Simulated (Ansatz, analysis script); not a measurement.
**Free-standing square Rh monolayer, spacing 2.904 Å: spin spirals and exchange**

Aim: the energy of a free-standing square Rh monolayer, spacing 2.904 Å as its moments wind into spirals of wavevector q.

Main program and level: Ansatz 0.2.0; PBE, PAW set soft_1.

Report form: the programs' logs are mostly left out.

### Step 1. The starting structure

The cell holds 1 atom: 1 Rh. Its edges and angles: a = 2.904 Å, b = 2.904 Å, c = 14.000 Å, α = 90.0°, β = 90.0°, γ = 90.0°. An idealised lattice of chosen spacing, in vacuum. Vacuum lies along c.

### Step 2. The collinear state

A collinear run comes first: it shows whether moments survive, and how large they are.

The input, input.yaml:

```yaml
crystal:
  lattice:
    - [2.904, 0.0, 0.0]
    - [0.0, 2.904, 0.0]
    - [0.0, 0.0, 14.0]
  atoms:
    - { symbol: Rh, position: [0.0, 0.0, 0.5], spin: 1.0 }
magnetization:
  spin_polarized: true
kpoints:
  mp_grid: { grid: [8, 8, 1] }
hamiltonian:
  xc: pbe
  pseudopotentials: { kind: paw, azcp: { folder: soft_1 } }
scf:
  occupations: { method: fermi_dirac, width: 0.1 }
  max_iter: 120
  convergence: { dr2_threshold: 1.0e-08 }
  lower_state_search: "off"
```

On the command line:

```sh
> ansatz run input.yaml --threads 4 --pin off --max-ram 8192MiB --backend cpu --events-out ev --progress --plain --runs-dir out
```

It took 0.69 s on 4 threads of Arm Neoverse V2, shared host; peak memory 0.34 GiB; 2.2 s of CPU time.

Spin moment in the atom's sphere by atom:

```tsv
atom	spin moment in the atom's sphere (μB)
Rh1	1.46
```

The run ends ferromagnetic, with a net moment of 1.53 μB a cell. With one Rh atom carrying the moment, parallel order of its images is forced by the cell, not found.

### Step 3. Mesh refined

Levels at the Fermi energy are partly filled, so moments and energy differences can hang on the k-mesh, and the state is solved again on a denser one.

input.yaml, the sections that differ from step 2:

```yaml
crystal:
  lattice:
    - [2.904, 0.0, 0.0]
    - [0.0, 2.904, 0.0]
    - [0.0, 0.0, 14.0]
  atoms:
    - { symbol: Rh, position: [0.0, 0.0, 0.5], spin: 1.46 }
kpoints:
  mp_grid: { grid: [19, 19, 1] }
basis:
  ecutwfc: 420.0
checkpoint:
  read: start
  write: ck
  compress: false
  write_wavefunctions: false
  write_every: 100000
# magnetization, hamiltonian, scf: as in step 2
```

The job ended after 1.6 s (4 threads; peak memory 0.47 GiB).

Spin moment in the atom's sphere by atom:

```tsv
atom	spin moment in the atom's sphere (μB)
Rh1	1.49
```

The run ends ferromagnetic, with a net moment of 1.58 μB a cell, against 1.53 μB on the first mesh.

Each spiral starts from these moments, tilted 90° from the rotation axis z (a flat spiral); sizes are free, while the program holds flat spirals in their plane. Spin–orbit coupling is switched off, so the energy does not depend on how the axis lies in the crystal. The folder named start holds the saved collinear state, from which each run begins.

The runs on spinors take the mesh 20×20×1.

### Step 4. q = (0, 0, 0)

The reference is the same input at q = 0, so that basis and exchange-correlation form match those at other q. Every q is chosen so that q/2 is a mesh vector: every spiral then samples the k-points of q = 0, and much mesh noise cancels.

input.yaml, the sections that differ from step 3:

```yaml
crystal:
  lattice:
    - [2.904, 0.0, 0.0]
    - [0.0, 2.904, 0.0]
    - [0.0, 0.0, 14.0]
  atoms:
    - { symbol: Rh, position: [0.0, 0.0, 0.5], spin: 1.49, spin_axis: [1.0, 0.0, 0.0] }
kpoints:
  mp_grid: { grid: [20, 20, 1] }
magnetization:
  noncollinear: true
  spin_spiral: { q: [0.0, 0.0, 0.0] }
checkpoint:
  read: start
# hamiltonian, scf, basis: as in step 3
```

On the command line:

```sh
> ansatz run input.yaml --threads 1 --pin off --max-ram 2048MiB --backend cpu --events-out ev --progress --plain --runs-dir out
```

It took 24 s on 1 thread; peak memory 0.65 GiB.

The largest moment is 1.49 μB, against 1.49 μB in the collinear run.

### Step 5. q = (0, 0.2, 0)

Only q changes. The cell stays that of the crystal, since the generalised Bloch theorem carries the rotation from cell to cell.

Edit input.yaml of step 4 so:

```diff
@@ -21,3 +21,3 @@
   noncollinear: true
-  spin_spiral: { q: [0.0, 0.0, 0.0] }
+  spin_spiral: { q: [0.0, 0.2, 0.0] }
 checkpoint:
```

Run time: 68 s. Hardware: 1 thread; peak memory 0.92 GiB.

The energy of the cell lies 33.7 meV above that at q = 0, and the largest moment is 1.38 μB against 1.49 μB.

### Step 6. q = (0, 0.3, 0)

Edit input.yaml of step 5 so:

```diff
@@ -21,3 +21,3 @@
   noncollinear: true
-  spin_spiral: { q: [0.0, 0.2, 0.0] }
+  spin_spiral: { q: [0.0, 0.3, 0.0] }
 checkpoint:
```

The job ended after 60 s (1 thread; peak memory 0.93 GiB).

The energy of the cell lies 60.1 meV above that at q = 0, and the largest moment is 1.28 μB against 1.49 μB.

### Step 7. q = (0.2, 0.5, 0)

Edit input.yaml of step 6 so:

```diff
@@ -21,3 +21,3 @@
   noncollinear: true
-  spin_spiral: { q: [0.0, 0.3, 0.0] }
+  spin_spiral: { q: [0.2, 0.5, 0.0] }
 checkpoint:
```

Elapsed: 2.1 min, on 1 thread; peak memory 1.3 GiB.

The energy of the cell lies 110 meV above that at q = 0, and the largest moment is 0.933 μB against 1.49 μB.

### Step 8. q = (0.5, 0.5, 0)

Edit input.yaml of step 7 so:

```diff
@@ -21,3 +21,3 @@
   noncollinear: true
-  spin_spiral: { q: [0.2, 0.5, 0.0] }
+  spin_spiral: { q: [0.5, 0.5, 0.0] }
 checkpoint:
```

Elapsed: 99 s, on 1 thread; peak memory 0.92 GiB.

The energy of the cell lies 140 meV above that at q = 0, and the largest moment is 0.327 μB against 1.49 μB.

The other 6 runs of this kind were made alike; their results stand in the table below.

### Step 9. Side runs that gave no result

| changed | outcome |
| --- | --- |
| magnetization | refused or stopped by the program |

### Step 10. Analysis

```tsv
q (reciprocal lattice)	path length (1/Å)	E(q) − E(0) (meV a magnetic atom)	|m| Rh no. 1 (μB)
(0, 0, 0)	0.000	0.00	1.49
(0, 0.2, 0)	0.433	33.70	1.38
(0, 0.3, 0)	0.649	60.13	1.28
(0, 0.5, 0)	1.082	79.69	1.12
(0.2, 0.5, 0)	1.515	109.66	0.93
(0.3, 0.5, 0)	1.731	133.70	0.64
(0.5, 0.5, 0)	2.164	140.36	0.33
(0.4, 0.4, 0)	2.470	138.64	0.45
(0.3, 0.3, 0)	2.776	117.55	0.90
(0.2, 0.2, 0)	3.082	64.44	1.25
(0.1, 0.1, 0)	3.388	18.98	1.43
(0, 0, 0)	3.694	0.00	1.49
```

### Step 11. Results

| Quantity | Value |
| --- | --- |
| lowest point of the path | q = 0 |
| highest point | 140 meV a magnetic atom |

What this shows: No spiral that was run lies below the ferromagnetic state at q = 0, and winding the moments costs up to 140 meV a magnetic atom. The moments change by at most 78 % from their size at q = 0, so they are itinerant and a model of rigid spins is rough. No spin model is given, since the moments change too much along the path. The 11 spiral runs took 15 min of wall time, added up. Energies are free energies at a smearing of 0.1 eV, and with partly filled levels differences shift, at times strongly, as the smearing goes to zero. The cell was taken as built, with atoms unrelaxed. In doubt: the program's search for lower states was switched off, so a lower magnetic state than those reached may exist.

[Logs and program files are shortened in this print: banners, set-up blocks, solver, clock and traceback lines can be left out without a mark of their own.]

[Logs are printed without paths, hosts, clocks, repeated set-up lines and the standing remarks that a program may print on its own settings, such as how far it seeks lower states.]

[Hosts, paths, dates, database ids (printed as entryN), source tags and the programs' standing remarks are cut or masked in the printed files.]
